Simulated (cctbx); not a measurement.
# Diagnosing a refinement

Cell a = 5.6870 Å, b = 5.6870 Å, c = 13.9780 Å, α = 90.00°, β = 90.00°, γ = 120.00°; space group R-3m (no. 166). The compound is Mg3Ti2S2.

Simulated single-crystal data (cctbx): synchrotron X-rays, λ = 0.6889 Å, to d = 0.65 Å, 70 % of the full sphere, strongest reflection 70000 counts, noise from counting, a 1.5 % proportional error and a noise floor of 2 counts (s.d.); no absorption.

An anisotropic refinement with weights 1/σ² prints:

```text
Rint 0.015, 213 unique reflections to 0.65 A
cycle     R1     wR2    GooF  max shift (A)
   1  0.1933  0.4352  32.056   0.00221
   2  0.0944  0.2511  18.492   0.00000
final R1 0.0942 wR2 0.2511 GooF 18.492  parameters 11  data/parameter 19.4
atom        x        y        z      Ueq    occ   su(xyz)  su(Uiso or U11)
Si1    0.00000  0.00000  0.00000   0.0122  1.000  0.00000  0.0013
Ti1    0.33333  0.66667  0.16667   0.0184  1.000  0.00000  0.0011
S1     0.66667  0.33333  0.05250   0.0267  1.000  0.00032  0.0011
Mg1    0.83333  0.16667  0.16667   0.0200  1.000  0.00000  0.0015
difference map: max 5.42 min -1.65 rms 0.47
Q1    0.0000  0.0000  0.0000    3    5.44  0.00 A from Si1
Q2    0.0000  0.0000  0.5000    3    2.35  0.00 A from Ti1
Q3    0.0000  0.0000  0.2831    6    1.99  0.03 A from S1
Q4    0.0000  0.0000  0.3748    6    1.10  1.31 A from S1
Q5    0.0000  0.0000  0.4334    6    0.96  0.93 A from Ti1
Q6    0.0000  0.5000  0.5000    9    0.76  0.00 A from Mg1
```

**Question.** Can this result stand? If not, what is the likely fault?

Mend it. The fault: wrong element: Si1 is Ti. Against the right model at the same level, R1 goes from 0.0052 to 0.0942 and GooF from 0.89 to 18.49, U of Si1 shrinks from 0.0293 to 0.0122 Å² and the top difference peak, 5.4 e/Å³, lies on Si1. Si1 has 8 electrons too few and its U shrinks to make up, as expected.

The compound is Mg3Ti2S2. The right model at the same level gives:

```text
Rint 0.015, 213 unique reflections to 0.65 A
cycle     R1     wR2    GooF  max shift (A)
   1  0.0510  0.1350   9.947   0.00253
   2  0.0052  0.0121   0.888   0.00000
final R1 0.0052 wR2 0.0121 GooF 0.888  parameters 11  data/parameter 19.4
atom        x        y        z      Ueq    occ   su(xyz)  su(Uiso or U11)
Ti1    0.00000  0.00000  0.00000   0.0293  1.000  0.00000  0.0001
Ti2    0.33333  0.66667  0.16667   0.0184  1.000  0.00000  0.0000
S1     0.66667  0.33333  0.05252   0.0266  1.000  0.00002  0.0001
Mg1    0.83333  0.16667  0.16667   0.0197  1.000  0.00000  0.0001
difference map: max 0.10 min -0.08 rms 0.02
Q1    0.0187  0.5094  0.2377   18    0.10  1.84 A from Ti2
Q2    0.0000  0.0000  0.3713    6    0.10  1.26 A from S1
Q3    0.0086  0.5043  0.5599   18    0.09  0.84 A from Mg1
Q4    0.0000  0.0000  0.0706    6    0.08  0.99 A from Ti1
Q5    0.0865  0.5433  0.9419   18    0.08  1.22 A from S1
Q6    0.0000  0.0000  0.1337    6    0.08  1.71 A from Mg1
```

The model was made for the exercise: a known structure type with other elements put in, its volume estimated, not relaxed; displacement parameters are assumed.

[Middle refinement cycles are left out of these outputs.]

[Logs are printed without paths, hosts, clocks, repeated set-up lines and the standing remarks that a program may print on its own settings, such as how far it seeks lower states.]
